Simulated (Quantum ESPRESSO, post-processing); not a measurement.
# N on top sites of RuAl(110), stepped through the coverage, part 2 of 2

Aim: how the results for N on top sites of RuAl(110) change with the coverage.

Quantum ESPRESSO 7.5; plane-wave DFT, PBE, GBRV ultrasoft pseudopotentials.

So far. Step 8 (Self-consistent run, 0.1667 ML): Inside the slab this potential holds the local part of the pseudopotentials, which can be repulsive at the nuclei; only its value in the vacuum has a meaning of its own. Step 9 (Relaxation with pw.x, 0.75 ML): The relaxation lowers the energy by 289 meV an atom. On the free atoms the largest force ends at 0.026 eV/Å.

The structure was built from a prototype and need not be the compound's stable phase.

### 10. Ground state, 0.75 ML

m6.esm.in reads:

```
&control
  prefix = 'm6.esm'
  outdir = './out'
  pseudo_dir = './pseudo'
  calculation = 'scf'
  tprnfor = .true.
/
&system
  ibrav = 0
  nat = 27
  ntyp = 3
  ecutwfc = 40
  ecutrho = 200
  occupations = 'smearing'
  smearing = 'mv'
  degauss = 0.02
  assume_isolated = 'esm'
  esm_bc = 'bc1'
/
&electrons
  conv_thr = 1e-07
  mixing_beta = 0.25
  electron_maxstep = 160
  mixing_mode = 'local-TF'
  mixing_ndim = 12
/
ATOMIC_SPECIES
  Ru  101.0700  ru_pbe_v1.2.uspp.F.UPF
  Al  26.9815  al_pbe_v1.uspp.F.UPF
  N   14.0070  n_pbe_v1.2.uspp.F.UPF
CELL_PARAMETERS angstrom
  6.00796582800000 0.00000000000000 0.00000000000000
  0.00000000000000 8.49361459400000 0.00000000000000
  0.00000000000000 0.00000000000000 20.48682089903900
ATOMIC_POSITIONS crystal
  Ru  0.000000000000 0.500000000000 -0.154044859850
  Ru  0.500000000000 0.000000000000 -0.154044859850
  Ru  0.500000000000 0.500000000000 -0.154044859850
  Ru  0.000000000000 0.000000000000 -0.154044859850
  Al  0.250000000000 0.750000000000 -0.154044859850
  Al  0.750000000000 0.250000000000 -0.154044859850
  Al  0.750000000000 0.750000000000 -0.154044859850
  Al  0.250000000000 0.250000000000 -0.154044859850
[... 15 atom lines left out ...]
  Al  0.251539369300 0.247075722400 0.049158229750
  N   0.000000000000 0.500000000000 0.153368552950
  N   0.500000000000 0.000000000000 0.154044859850
  N   0.500000000000 0.500000000000 0.150654636450
K_POINTS automatic
  4 3 1 0 0 0
```

Started as:

```
$ OMP_NUM_THREADS=1 mpirun -n 16 pw.x -nk 1 -in m6.esm.in > m6.esm.out
```

Wall time 6.2 min (16 MPI ranks of Arm Neoverse V1, shared host); peak memory 3.1 GiB.

Numbers from this step:

* free energy: -33632.0457 eV
* Fermi energy: -5.354 eV
* vacuum line at the lower end of the cell, over the Fermi level: 4.719 eV
* vacuum line at the upper end of the cell, over the Fermi level: 5.990 eV

Inside the slab this potential holds the local part of the pseudopotentials, which can be repulsive at the nuclei; only its value in the vacuum has a meaning of its own.

### 11. Relaxing the ions, 1 ML

System of this step: RuAl(110), 3 layers, 1 sites a cell, 1 N on top sites. The cell holds 7 atoms: 3 Ru, 3 Al and 1 N. Its edges and angles: a = 3.004 Å, b = 4.247 Å, c = 20.487 Å, α = 90.0°, β = 90.0°, γ = 90.0°. It derives from RuAl. Vacuum lies along c.

m7.relax.in reads:

```
&control
  prefix = 'm7.relax'
  outdir = './out'
  pseudo_dir = './pseudo'
  nstep = 70
  forc_conv_thr = 0.0015
  calculation = 'relax'
/
&system
  ibrav = 0
  nat = 7
  ntyp = 3
  ecutwfc = 40
  ecutrho = 200
  occupations = 'smearing'
  smearing = 'mv'
  degauss = 0.02
/
&electrons
  conv_thr = 1e-07
  mixing_beta = 0.3
  electron_maxstep = 120
  mixing_mode = 'local-TF'
/
&ions
/
ATOMIC_SPECIES
  Ru  101.0700  ru_pbe_v1.2.uspp.F.UPF
  Al  26.9815  al_pbe_v1.uspp.F.UPF
  N   14.0070  n_pbe_v1.2.uspp.F.UPF
CELL_PARAMETERS angstrom
  3.00398291400000 0.00000000000000 0.00000000000000
  0.00000000000000 4.24680729700000 0.00000000000000
  0.00000000000000 0.00000000000000 20.48682089903900
ATOMIC_POSITIONS crystal
  Ru  0.000000000000 0.000000000000 0.343162511806 0 0 0
  Al  0.500000000000 0.500000000000 0.343162511806 0 0 0
  Ru  0.000000000000 0.500000000000 0.446809810670 0 0 0
  Al  0.500000000000 0.000000000000 0.446809810670 0 0 0
  Ru  0.000000000000 0.000000000000 0.550457109534
  Al  0.500000000000 0.500000000000 0.550457109534
  N   0.000000000000 0.000000000000 0.656837488194
K_POINTS automatic
  8 5 1 0 0 0
```

Started as:

```
$ OMP_NUM_THREADS=1 mpirun -n 16 pw.x -nk 2 -in m7.relax.in > m7.relax.out
```

Run time: 2.5 min. Hardware: 16 MPI ranks; peak memory 1.1 GiB; 40 min of CPU time.

Relaxation path:

| step | energy less that of the first step (eV) | largest force (eV/Å) |
| --- | --- | --- |
| 1 | 0.0000 | 5.5406 |
| 2 | -1.3134 | 5.8079 |
| 3 | -2.3993 | 2.1853 |
| 4 | -2.3411 | 4.1686 |
| 5 | -2.4572 | 0.9586 |
| 6 | -2.4791 | 0.8351 |
| 7 | -2.5000 | 0.6819 |
| 8 | -2.5242 | 0.4301 |
| 9 | -2.5419 | 0.1597 |
| 10 | -2.5429 | 0.0978 |
| 11 | -2.5436 | 0.1116 |
| 12 | -2.5446 | 0.1198 |
| 13 | -2.5459 | 0.1134 |
| 14 | -2.5476 | 0.0860 |
| 15 | -2.5486 | 0.0242 |

The atoms that moved most (Å):

| atom | dx | dy | dz | length |
| --- | --- | --- | --- | --- |
| Ru5 | 0.000 | 0.000 | 0.379 | 0.379 |
| N7 | 0.000 | 0.000 | -0.155 | 0.155 |
| Al6 | 0.000 | 0.000 | -0.106 | 0.106 |

The relaxation lowers the energy by 364 meV an atom. On the free atoms the largest force ends at 0.024 eV/Å.

Read from the output:

```
free energy  : -8476.2542 eV
Fermi energy : 1.782 eV
```

### 12. Self-consistent run, 1 ML

m7.esm.in reads:

```
&control
  prefix = 'm7.esm'
  outdir = './out'
  pseudo_dir = './pseudo'
  calculation = 'scf'
  tprnfor = .true.
/
&system
  ibrav = 0
  nat = 7
  ntyp = 3
  ecutwfc = 40
  ecutrho = 200
  occupations = 'smearing'
  smearing = 'mv'
  degauss = 0.02
  assume_isolated = 'esm'
  esm_bc = 'bc1'
/
&electrons
  conv_thr = 1e-07
  mixing_beta = 0.25
  electron_maxstep = 160
  mixing_mode = 'local-TF'
  mixing_ndim = 12
/
ATOMIC_SPECIES
  Ru  101.0700  ru_pbe_v1.2.uspp.F.UPF
  Al  26.9815  al_pbe_v1.uspp.F.UPF
  N   14.0070  n_pbe_v1.2.uspp.F.UPF
CELL_PARAMETERS angstrom
  3.00398291400000 0.00000000000000 0.00000000000000
  0.00000000000000 4.24680729700000 0.00000000000000
  0.00000000000000 0.00000000000000 20.48682089903900
ATOMIC_POSITIONS crystal
  Ru  0.000000000000 0.000000000000 -0.153052335100
  Al  0.500000000000 0.500000000000 -0.153052335100
  Ru  0.000000000000 0.500000000000 -0.049405036200
  Al  0.500000000000 0.000000000000 -0.049405036200
  Ru  0.000000000000 0.000000000000 0.072727950600
  Al  0.500000000000 0.500000000000 0.049063389700
  N   0.000000000000 0.000000000000 0.153052335100
K_POINTS automatic
  8 5 1 0 0 0
```

Started as:

```
$ OMP_NUM_THREADS=1 mpirun -n 16 pw.x -nk 2 -in m7.esm.in > m7.esm.out
```

Elapsed: 43 s, on 16 MPI ranks; peak memory 1.1 GiB; 11 min of CPU time.

This step gave:

| Quantity | Value |
| --- | --- |
| free energy | -8476.2471 eV |
| Fermi energy | -5.527 eV |
| vacuum line at the lower end of the cell, over the Fermi level | 4.742 eV |
| vacuum line at the upper end of the cell, over the Fermi level | 6.313 eV |

Inside the slab this potential holds the local part of the pseudopotentials, which can be repulsive at the nuclei; only its value in the vacuum has a meaning of its own.

### 13. The series side by side

The series in one table:

| the coverage | adsorption energy an atom, from the free molecule (eV) | work function of the upper face (eV) | work function of the lower face (eV) |
| --- | --- | --- | --- |
| 0 ML | - | 4.717 | 4.717 |
| 0.1667 ML | - | 5.059 | 4.727 |
| 0.25 ML | - | 5.185 | 4.716 |
| 0.3333 ML | - | 5.45 | 4.726 |
| 0.5 ML | 0.6327 | 5.567 | 4.703 |
| 0.6667 ML | 0.6279 | 5.925 | 4.725 |
| 0.75 ML | 0.7369 | 5.99 | 4.719 |
| 1 ML | 0.8207 | 6.313 | 4.742 |

### 14. The arithmetic

At 1 ML: E_ads = [-8476.2471 − 1 × (-8203.0533)]/1 − (-548.0290)/2 = 0.821 eV. Cells and meshes differ along the series, and any error of the slab's energy is multiplied by the number of slab cells an adsorbate, so no value is given under half a monolayer.

### 15. Summary of results

```
adsorption energy an atom, from the free molecule, at 0.5 ML and at 1 ML : 0.63, 0.82 eV
work function of the upper face, at 0 ML and at 1 ML                     : 4.72, 6.31 eV
```

The series holds 8 members (PBE, GBRV ultrasoft). From 0.5 ML to 1 ML the adsorption energy an atom, from the free molecule goes from 0.63 to 0.82 eV by way of 0.63 at 0.6667 ML. From 0 ML to 1 ML the work function of the upper face rises from 4.72 to 6.31 eV. The untouched lower face should keep its work function but moves by 0.04 eV, since the slab is thin and cells, meshes or relaxed layers differ between members; changes of the upper face are uncertain by about as much. Thin slabs, one site and one ordered pattern a coverage; no reconstruction or subsurface sites; meshes differ a little between cells.

[Logs are printed without paths, hosts, clocks, repeated set-up lines and the standing remarks that a program may print on its own settings, such as how far it seeks lower states.]

[Hosts, paths, dates, database ids (printed as entryN), source tags and the programs' standing remarks are cut or masked in the printed files.]

[Maps of the electrostatic potential energy from Ansatz leave out the sawtooth potential of an applied field or a dipole correction, so their vacuum need not be flat; planar profiles and work functions include it.]
